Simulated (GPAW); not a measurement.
A computed O K-edge spectrum of one site in a crystal of Ba, O and Ti, with its zero at a photon energy of about 524.8 eV (raw 533.6 eV, less 8.8 eV of added terms; LDA puts this hole about 4 eV below PBE, itself good to a few eV). Method: GPAW, LDA, full core hole (charged cell) in a small cell, dipole transitions, broadening that rises with energy.

Energy from the lowest empty level; intensity scaled to a mean of 1 over the first 20 eV:

```csv
E (eV),intensity
-2.0,0.00
-1.5,0.00
-1.0,0.00
-0.5,0.04
0.0,0.29
0.5,0.94
1.0,1.30
1.5,0.93
2.0,0.64
2.5,0.78
3.0,0.93
3.5,0.82
4.0,1.21
4.5,1.55
5.0,1.60
5.5,1.49
6.0,1.52
6.5,1.49
7.0,1.15
7.5,0.70
8.0,0.39
8.5,0.28
9.0,0.32
9.5,0.47
10.0,0.74
10.5,1.07
11.0,1.37
11.5,1.57
12.0,1.59
12.5,1.48
13.0,1.34
13.5,1.24
14.0,1.21
14.5,1.19
15.0,1.13
15.5,1.02
16.0,0.92
16.5,0.85
17.0,0.81
17.5,0.79
18.0,0.76
18.5,0.70
19.0,0.62
19.5,0.54
20.0,0.47
20.5,0.42
21.0,0.41
21.5,0.42
22.0,0.43
22.5,0.45
23.0,0.46
23.5,0.47
24.0,0.49
24.5,0.51
25.0,0.54
25.5,0.57
26.0,0.61
26.5,0.66
27.0,0.71
27.5,0.76
28.0,0.82
28.5,0.88
29.0,0.93
29.5,0.99
30.0,1.03
30.5,1.07
31.0,1.10
31.5,1.12
32.0,1.12
```

**Question.** Which coordination does this site have?

A K edge sees empty p states; the first features are O p mixed into the empty d states of the Ti neighbours, and the broad ones above probably into the cations' higher empty bands. It is atom 3 of BaTiO3 (R3m), with 1 Ti at 1.87 Å and 1 Ti at 2.14 Å (linear, site symmetry m). Its main maxima below 24 eV lie at 0.9 eV (1.30), 2.9 eV (0.94), 4.8 eV (1.62), 6.2 eV (1.54) and 11.8 eV (1.60). A near-edge spectrum doesn't fix the structure by itself; it is matched against candidates. The holes are only 5.7 Å apart, so the shape is probably not converged with cell size; no larger cell was run here. The mesh is coarse (0.27 Å⁻¹ between points), so small maxima may be mesh ripples. Lifetime broadening is put in by hand, and intensities beyond about 20 eV depend on it and on the partial waves; weight that the partial waves miss at high energy is lost. The structure is a published determination, not relaxed.

[Banner, clock and machine lines of the logs are left out without a mark of their own.]

[Logs are printed without paths, hosts, clocks, repeated set-up lines and the standing remarks that a program may print on its own settings, such as how far it seeks lower states.]

[Hosts, paths, dates, database ids (printed as entryN), source tags and the programs' standing remarks are cut or masked in the printed files.]

[Lists of maxima count a maximum above −3 eV only where it reaches 4 % of the highest in the window and stands out from its surroundings by 2 % of it (1.5 % where it reaches 55 %); shoulders and weaker maxima are passed over, and of the rest the first, up to two pre-edge ones and the few strongest are named.]
